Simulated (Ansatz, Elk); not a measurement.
## How far do independent atoms describe Zn2Ga?

Structure refinements treat a crystal as free atoms side by side. For a made-up structure of Zn2Ga (cell and positions from a PBE relaxation) the runs below show what the calculated density changes in F(hkl).

Calculated with Elk 11.2.3 (patched build); DFT, PBE, all-electron APW+lo, Dirac cores, scalar-relativistic bands, static density, no spin.

The structure was built from a prototype and need not be the compound's stable phase.

## (1) The structure

It takes space group I4/mcm (No. 140, tetragonal). Conventional cell: a = 6.346 Å, b = 6.346 Å, c = 5.233 Å, α = 90.00°, β = 90.00°, γ = 90.00°. Nearest to Ga lie 2 Ga at 2.62 Å and 8 Zn at 2.77 Å. Zn has 1 Zn at 2.56 Å and 4 Ga at 2.77 Å nearest. Farther neighbours are not listed.

Coordinates:

```cif
data_structure
_symmetry_space_group_name_H-M 'P 1'
_symmetry_Int_Tables_number 1
_cell_length_a 5.1942
_cell_length_b 5.1942
_cell_length_c 5.1942
_cell_angle_alpha 104.698
_cell_angle_beta 104.698
_cell_angle_gamma 119.508
_cell_volume 105.36
loop_
_atom_site_label
_atom_site_type_symbol
_atom_site_fract_x
_atom_site_fract_y
_atom_site_fract_z
_atom_site_occupancy
Ga1 Ga 0.25000 0.25000 0.00000 1
Ga2 Ga 0.75000 0.75000 0.00000 1
Zn3 Zn 0.64255 0.85745 0.50000 1
Zn4 Zn 0.85745 0.35745 0.21491 1
Zn5 Zn 0.35745 0.14255 0.50000 1
Zn6 Zn 0.14255 0.64255 0.78509 1
```

## (2) Ground state and structure factors

An all-electron density is needed, since X-rays see the cores too. Task 0 finds the density and task 195 Fourier-transforms it; tshift is off so that phases refer to the origin typed.

File elk.in:

```
tasks
  0
  195

xctype
  20

spinpol
  .false.

rgkmax
  7.0

gmaxvr
  14.0

lmaxo
  7

lmaxapw
  8

swidth
  0.002

tshift
  .false.

ramdisk
  .false.

hmaxvr
  5.5

maxscl
  120

epspot
  1e-06

sppath
  './'

avec
  -5.99580557757 5.99580557757 4.94424434550
  5.99580557757 -5.99580557757 4.94424434550
  5.99580557757 5.99580557757 -4.94424434550

atoms
  2
  'Ga.in'
  2
  0.2500000000 0.2500000000 -0.0000000000   0.000000 0.000000 0.000000
  0.7500000000 0.7500000000 -0.0000000000   0.000000 0.000000 0.000000
  'Zn.in'
  4
  0.6425459217 0.8574540783 0.5000000000   0.000000 0.000000 0.000000
  0.8574540783 0.3574540783 0.2149081566   0.000000 0.000000 0.000000
  0.3574540783 0.1425459217 0.5000000000   0.000000 0.000000 0.000000
  0.1425459217 0.6425459217 0.7850918434   0.000000 0.000000 0.000000

ngridk
  6 6 6
```

Command:

```
$ OMP_NUM_THREADS=4 elk
```

Numbers of over 12 decimals in the logs are rounded to 6 here.

Output:

```text
┌─────────────────────────┐
│ Elk code version 11.2.3 │
└─────────────────────────┘

All units are atomic (Hartree, Bohr, etc.)

┌─────────────────────────────────────────────────┐
│ Ground-state run starting from atomic densities │
└─────────────────────────────────────────────────┘

Lattice vectors :
  -5.995805578       5.995805578       4.944244345
   5.995805578      -5.995805578       4.944244345
   5.995805578       5.995805578      -4.944244345

Reciprocal lattice vectors :
 -0.1232924167E-16  0.5239650641      0.6354040039
  0.5239650641     -0.1232924167E-16  0.6354040039
  0.5239650641      0.5239650641      0.6747298240E-18

Unit cell volume      :    710.9760977
Brillouin zone volume :   0.3488868532

Muffin-tin inner radius fraction :   0.1000000000E-01

Nuclei treated as point charges

Species : 1 (Ga)
 parameters loaded from : Ga.in
 name : gallium
 nuclear charge    :   -31.00000000
 electronic charge :    31.00000000
 atomic mass :    127097.2539
 muffin-tin radius :    2.400000000
 number of radial points in muffin-tin :    993
 inner part over the whole radius :   0.9952882137E-02
 number on inner part of muffin-tin    :    702
 approximate nuclear radius :   0.7562051033E-04
 number of mesh points to nuclear radius :    339
 atomic positions (lattice), magnetic fields (Cartesian) :
  1 :   0.25000000  0.25000000  0.00000000    0.00000000  0.00000000  0.00000000
  2 :  -0.25000000 -0.25000000  0.00000000    0.00000000  0.00000000  0.00000000

Species : 2 (Zn)
 parameters loaded from : Zn.in
 name : zinc
 nuclear charge    :   -30.00000000
 electronic charge :    30.00000000
 atomic mass :    119233.3130
 muffin-tin radius :    2.392393398
 number of radial points in muffin-tin :    993
 inner part over the whole radius :   0.9853042852E-02
 number on inner part of muffin-tin    :    701
 approximate nuclear radius :   0.7484757725E-04
 number of mesh points to nuclear radius :    337
 atomic positions (lattice), magnetic fields (Cartesian) :
  1 :  -0.35745408 -0.14254592  0.50000000    0.00000000  0.00000000  0.00000000
  2 :  -0.14254592  0.35745408  0.21490816    0.00000000  0.00000000  0.00000000
  3 :   0.35745408  0.14254592  0.50000000    0.00000000  0.00000000  0.00000000
  4 :   0.14254592 -0.35745408 -0.21490816    0.00000000  0.00000000  0.00000000

Total number of atoms per unit cell :    6
Total muffin-tin volume :    345.2396544
 ratio of muffin-tin to unit cell volume :   0.4855854584

Spin treatment :
 spin-unpolarised

Number of Bravais lattice symmetries :   16
Number of crystal symmetries         :   16
Crystal has inversion symmetry
Real symmetric eigensolver will be used

k-point grid :      6     6     6
k-point offset :    0.000000000       0.000000000       0.000000000
k-point set is reduced with full crystal symmetry group
Total number of k-points :       30

Muffin-tin radius times maximum |G+k| :    7.000000000
 using average radius
Maximum |G+k| for APW functions       :    2.922842472
Maximum (1/2)|G+k|²                   :    4.271504057
Maximum |G| for potential and density :    14.00000000
Constant for pseudocharge density :    8
 order of it for each species :   15  15
 order of it for pair densities of each species (exact exchange by exxq0 0: 16) :   10  10
Radial integration step length :    1

G-vector grid sizes :     45    45    45
Number of G-vectors :    32955

Maximum angular momentum used for
 APW functions            :    8
 outer part of muffin-tin :    7
 inner part of muffin-tin :    2

Total nuclear charge    :   -182.0000000
Total core charge       :    84.00000000
Total valence charge    :    98.00000000
Total excess charge     :    0.000000000
Total electronic charge :    182.0000000

Effective Wigner radius, rₛ :   0.9770084826

Number of empty states         :     24
Total number of valence states :     74
Total number of core states    :     84

Third-order local-orbitals added for an l without core states : T
Total number of local-orbitals :    126

[...]
Madelung                    :     -13375.386616869
 xc potential                :     -566.10867695011
 exchange                    :     -428.47591814660
 correlation                 :     -8.812261
 electron entropic           :    -0.73256408505222E-03
 total energy                :     -11073.523955542

Density of states at Fermi energy :    56.59414390
 (states/Hartree/unit cell)

Estimated indirect band gap :   0.2561737556E-02
 from k-point 29 to k-point 16
Estimated direct band gap   :   0.7706449947E-02
 at k-point 16

Charges :
 core                        :    84.00000000
 valence                     :    98.00000000
 interstitial                :    7.611507561
 muffin-tins (core leakage)
  species : 1 (Ga)
[...]
species : 2 (Zn)
[...]
total in muffin-tins        :    174.3884924
 total calculated charge     :    181.9979485
 total charge                :    182.0000000
 error                       :   0.2051483068E-02

RMS change in Kohn-Sham potential (target) :   0.1761736174     (  0.1000000000E-05)
Absolute change in total energy (target)   :   0.1825843658     (  0.1000000000E-03)

[... loops 3 to 14 left out ...]

┌──────────────────┐
│ Loop number : 15 │
└──────────────────┘

Energies :
 Fermi                       :     0.193133
 sum of occupied eigenvalues :     -6349.9803038259
 electron kinetic            :      11281.341066200
 core electron kinetic       :      10159.165612111
 Coulomb                     :     -21915.990731783
 Coulomb potential           :     -17061.861130644
 nuclear-nuclear             :     -1606.2208829580
 electron-nuclear            :     -23601.280255168
 Hartree                     :      3291.5104063427
 Madelung                    :     -13385.060166461
 xc potential                :     -569.46023938216
 exchange                    :     -429.18249604068
 correlation                 :     -8.816695
 electron entropic           :    -0.60914637356506E-03
 total energy                :     -11072.649466182

Density of states at Fermi energy :    47.00383455
 (states/Hartree/unit cell)

Estimated indirect band gap :   0.3704923690E-02
 from k-point 8 to k-point 29
Estimated direct band gap   :   0.1523920899E-01
 at k-point 29

Charges :
 core                        :    84.00000000
 valence                     :    98.00000000
 interstitial                :    7.352609375
 muffin-tins (core leakage)
  species : 1 (Ga)
[...]
species : 2 (Zn)
[...]
total in muffin-tins        :    174.6473906
 total calculated charge     :    181.9979879
 total charge                :    182.0000000
 error                       :   0.2012051561E-02

RMS change in Kohn-Sham potential (target) :   0.5423034937E-07 (  0.1000000000E-05)
Absolute change in total energy (target)   :   0.3716936953E-04 (  0.1000000000E-03)

Convergence targets achieved

┌──────────────────┐
│ Loop number : 16 │
└──────────────────┘

Energies :
 Fermi                       :     0.193133
 sum of occupied eigenvalues :     -6349.9803024209
 electron kinetic            :      11281.341070826
 core electron kinetic       :      10159.165614875
 Coulomb                     :     -21915.990734323
 Coulomb potential           :     -17061.861133176
 nuclear-nuclear             :     -1606.2208829580
 electron-nuclear            :     -23601.280257950
 Hartree                     :      3291.5104065843
 Madelung                    :     -13385.060167735
 xc potential                :     -569.46024007085
 exchange                    :     -429.18249606701
 correlation                 :     -8.816695
 electron entropic           :    -0.60914633251127E-03
 total energy                :     -11072.649464114

Density of states at Fermi energy :    47.00383057
 (states/Hartree/unit cell)

Estimated indirect band gap :   0.3704924337E-02
 from k-point 8 to k-point 29
Estimated direct band gap   :   0.1523920969E-01
 at k-point 29

Charges :
 core                        :    84.00000000
 valence                     :    98.00000000
 interstitial                :    7.352609244
 muffin-tins (core leakage)
  species : 1 (Ga)
[...]
species : 2 (Zn)
[...]
atom 2                    :    28.81579040     (  0.8384206715E-04)
   atom 3                    :    28.81579040     (  0.8384206715E-04)
   atom 4                    :    28.81579040     (  0.8384206715E-04)
 total in muffin-tins        :    174.6473908
 total calculated charge     :    181.9979879
 total charge                :    182.0000000
 error                       :   0.2012051548E-02

┌──────────────────────────────┐
│ Self-consistent loop stopped │
└──────────────────────────────┘

Warning : core states of species 1 leak from the muffin-tin :   0.7530287730E-03

Wrote STATE.OUT
```

Run time: 44 s. Hardware: 4 threads of Arm Neoverse V2, shared host; peak memory 0.2 GiB.

SFACRHO.OUT:

```text

h k l indices transformed by vhmat matrix:
   1.000000000       0.000000000       0.000000000    
   0.000000000       1.000000000       0.000000000    
   0.000000000       0.000000000       1.000000000    

      h      k      l  multipl.   |H|            Re(F)            Im(F)           |F|

      0      0      0      1   0.0000000       182.00000      0.35412703E-16   182.00000    
     -1      1      0      4  0.74099850       13.670053      0.49465453E-14   13.670053    
      0     -1      1      8  0.82357613      0.24666939E-14  0.34533714E-13  0.34621698E-13
      1     -1      1      4   1.0479301       30.560011      -0.0000000       30.560011    
     -1     -1      1      2   1.2708080       47.488304     -0.19107804E-13   47.488304    
      2     -1     -1      8   1.3328298       73.426423      0.27133632E-13   73.426423    
     -2      1      0      8   1.3328298      -73.426423      0.19733551E-13   73.426423    
     -2      0      1      8   1.4710648      -84.545677     -0.13643714E-13   84.545677    
     -2      2      0      4   1.4819970       52.410997     -0.95057032E-14   52.410997    
      2      0     -2      8   1.6471523      -65.717627     -0.98667754E-14   65.717627    
     -2      2     -1      4   1.6569230       96.170086      -0.0000000       96.170086    
     -2      2      1      4   1.6569230       96.170086     -0.24666939E-14   96.170086    
     -2      1     -1      8   1.6954624      0.34533714E-13  0.19733551E-13  0.39774243E-13
     -1      3     -1      8   1.9522469      -39.135060     -0.39281570E-13   39.135060    
     -1     -2      2      8   1.9769126     -0.76467510E-13  0.44400489E-13  0.88423320E-13
      1      0     -3      8   1.9931759       35.264402      0.29600326E-13   35.264402    
     -3      2      1      8   1.9931759      -35.264402      0.74000816E-14   35.264402    
      0     -2     -1      8   2.0881444       3.3582692      -0.0000000       3.3582692
```

Elk indexes on the primitive cell of elk.in and gives |H| = 4π sin θ/λ in inverse bohr. Below, one row stands for each form hkl of the conventional cell (m members, Friedel mates merged), F is for one primitive cell and the density is static (no thermal factor). Free-atom factors are Waasmaier and Kirfel's, and R is Σm||F|−|F'||/Σm|F|.

```tsv
hkl	m	sin θ/λ (Å⁻¹)	abs F, DFT	neutral atoms	diff.
110	4	0.111	13.670	13.483	+0.187
101	8	0.124	0.000	0.000	+0.000
200	4	0.158	30.560	30.361	+0.199
002	2	0.191	47.488	47.915	-0.426
211	16	0.200	73.426	73.927	-0.500
112	8	0.221	84.546	85.108	-0.562
220	4	0.223	52.411	52.739	-0.328
202	8	0.248	65.718	66.280	-0.563
310	8	0.249	96.170	97.009	-0.839
301	8	0.255	0.000	0.000	+0.000
222	8	0.294	39.135	39.414	-0.279
103	8	0.297	0.000	0.000	+0.000
321	16	0.300	35.264	35.548	-0.284
312	16	0.314	3.358	3.416	-0.058
```

## (3) The highest occupied states alone

An energy window below the Fermi level keeps the highest occupied states, to see at which angles they scatter; shallow core shells can lie inside it and anion s states outside. No new self-consistency is needed.

Changes to elk.in since step 2:

```diff
@@ -1,3 +1,2 @@
 tasks
-  0
   195
@@ -40,2 +39,5 @@
 
+wsfac
+  -0.358110 0.493130
+
 sppath
```

Command:

```
$ OMP_NUM_THREADS=4 elk
```

Output:

```text
┌─────────────────────────────────┐
│ Elk code version 11.2.3 started │
└─────────────────────────────────┘

Info(readinput): the functional depends on the density's gradient
 muffin-tin radial points multiplied by    2.00000
 (not where nrmtscf is given)

┌────────────────────┐
│ Current task : 195 │
└────────────────────┘
Info(checkmt): changed muffin-tin radius of species 2 (Zn) from   2.4000 to   2.3924

Info(sfacrho): density structure factors written to SFACRHO.OUT

 Energy window :  -0.3581100000      0.4931300000

┌──────────────────┐
│ Elk code stopped │
└──────────────────┘
```

The job ended after 12 s (4 threads; peak memory 0.19 GiB; 16 s of CPU time).

States within 15 eV below the Fermi level hold 72.33 electrons; any levels below the window count with the cores, and a count that is not whole means the window cuts a band. Their amplitudes can exceed the total, where window and core parts have opposite phase:

```tsv
hkl	sin θ/λ (Å⁻¹)	abs F, window	abs F, all
110	0.111	4.333	13.670
101	0.124	0.000	0.000
200	0.158	9.658	30.560
002	0.191	15.350	47.488
211	0.200	22.816	73.426
112	0.221	25.027	84.546
220	0.223	15.018	52.411
202	0.248	18.492	65.718
310	0.249	26.841	96.170
301	0.255	0.000	0.000
```

## (4) Another functional

The difference from free atoms is small, so it is set against the change that LDA (Perdew-Wang) makes.

Changes to elk.in since step 3:

```diff
@@ -1,2 +1,3 @@
 tasks
+  0
   195
@@ -4,3 +5,3 @@
 xctype
-  20
+  3
 
@@ -39,5 +40,2 @@
 
-wsfac
-  -0.358110 0.493130
-
 sppath
```

Command:

```
$ OMP_NUM_THREADS=4 elk
```

Output:

```text
┌─────────────────────────┐
│ Elk code version 11.2.3 │
└─────────────────────────┘

All units are atomic (Hartree, Bohr, etc.)

┌─────────────────────────────────────────────────┐
│ Ground-state run starting from atomic densities │
└─────────────────────────────────────────────────┘

Lattice vectors :
  -5.995805578       5.995805578       4.944244345
   5.995805578      -5.995805578       4.944244345
   5.995805578       5.995805578      -4.944244345

Reciprocal lattice vectors :
 -0.1232924167E-16  0.5239650641      0.6354040039
[...]
muffin-tins (core leakage)
  species : 1 (Ga)
[...]
species : 2 (Zn)
[...]
atom 3                    :    28.83391940     (  0.8429688827E-04)
   atom 4                    :    28.83391940     (  0.8429688827E-04)
 total in muffin-tins        :    174.7545724
 total calculated charge     :    181.9979360
 total charge                :    182.0000000
 error                       :   0.2064023015E-02

┌──────────────────────────────┐
│ Self-consistent loop stopped │
└──────────────────────────────┘

Warning : core states of species 1 leak from the muffin-tin :   0.7724545416E-03

Wrote STATE.OUT
[key lines of the parts left out:]
total energy                :     -11056.366673098
```

It took 30 s on 4 threads; peak memory 0.19 GiB; 95 s of CPU time.

Against the first run R = 0.05 %; the largest change is -0.108 at 004.

## (5) Basis size

The basis and the expansions that go with it are enlarged, to see whether the differences are converged.

Changes to elk.in since step 4:

```diff
@@ -5,3 +5,3 @@
 xctype
-  3
+  20
 
@@ -11,12 +11,12 @@
 rgkmax
-  7.0
+  8.5
 
 gmaxvr
-  14.0
+  18.0
 
 lmaxo
-  7
+  9
 
 lmaxapw
-  8
+  10
```

Command:

```
$ OMP_NUM_THREADS=4 elk
```

Output:

```text
┌─────────────────────────┐
│ Elk code version 11.2.3 │
└─────────────────────────┘

All units are atomic (Hartree, Bohr, etc.)

┌─────────────────────────────────────────────────┐
│ Ground-state run starting from atomic densities │
└─────────────────────────────────────────────────┘

Lattice vectors :
  -5.995805578       5.995805578       4.944244345
   5.995805578      -5.995805578       4.944244345
   5.995805578       5.995805578      -4.944244345

Reciprocal lattice vectors :
 -0.1232924167E-16  0.5239650641      0.6354040039
[...]
muffin-tins (core leakage)
  species : 1 (Ga)
[...]
species : 2 (Zn)
[...]
atom 3                    :    28.82264405     (  0.8384080274E-04)
   atom 4                    :    28.82264405     (  0.8384080274E-04)
 total in muffin-tins        :    174.6851942
 total calculated charge     :    181.9981865
 total charge                :    182.0000000
 error                       :   0.1813508628E-02

┌──────────────────────────────┐
│ Self-consistent loop stopped │
└──────────────────────────────┘

Warning : core states of species 1 leak from the muffin-tin :   0.7525429808E-03

Wrote STATE.OUT
[key lines of the parts left out:]
total energy                :     -11072.683005189
```

It took 1.9 min on 4 threads; peak memory 0.4 GiB; 5.8 min of CPU time.

Against the first run R = 0.01 %; the largest change is -0.017 at 004.

## (6) Settings against the effect

```tsv
run	R against the first run (%)	R against neutral atoms, low angle (%)	wall time
PBE, rgkmax 7	0.00	0.76	44 s
LDA (Perdew-Wang)	0.05	0.78	30 s
rgkmax 8.5 with larger expansions	0.01	0.76	1.9 min
```

## (7) Outcome

| Quantity | Value |
| --- | --- |
| R against neutral atoms, sin θ/λ < 0.3 Å⁻¹ | 0.76 % |
| R against neutral atoms, 0.3 to 0.79 Å⁻¹ | 0.22 % |

Independent neutral atoms miss the calculated amplitudes by R = 0.76 % below 0.3 Å⁻¹ and 0.22 % from there to 0.79 Å⁻¹; by shells, 1.37 % below 0.15 Å⁻¹ (1 form), 0.75 % 0.15 to 0.3 (9 forms), 0.34 % 0.3 to 0.45 (20 forms), 0.19 % above 0.45 (102 forms). Bonding, aspherical density and the tables' own atoms all enter these figures, and the runs don't part them. The largest change of an amplitude is -0.84 electrons, at 310. The window's part falls from 72.3 electrons at the origin to at most 13.74 between 0.45 and 0.79 Å⁻¹, where compact states inside the window still scatter. The window holds more than the 54 outer electrons of the free atoms, so shallow core shells lie inside it. Below 0.3 Å⁻¹ the changes that finished (LDA (Perdew-Wang) and rgkmax 8.5 with larger expansions) move F by R = 0.03 % at most, against the 0.76 % that separates it from free atoms. The k-mesh has no finished test. Part of the difference isn't bonding: the tables are fits to free atoms and ions calculated by other methods than this functional. Thermal motion, anomalous dispersion and extinction are left out.

[Logs are printed without paths, hosts, clocks, repeated set-up lines and the standing remarks that a program may print on its own settings, such as how far it seeks lower states.]

[Hosts, paths, dates, database ids (printed as entryN), source tags and the programs' standing remarks are cut or masked in the printed files.]
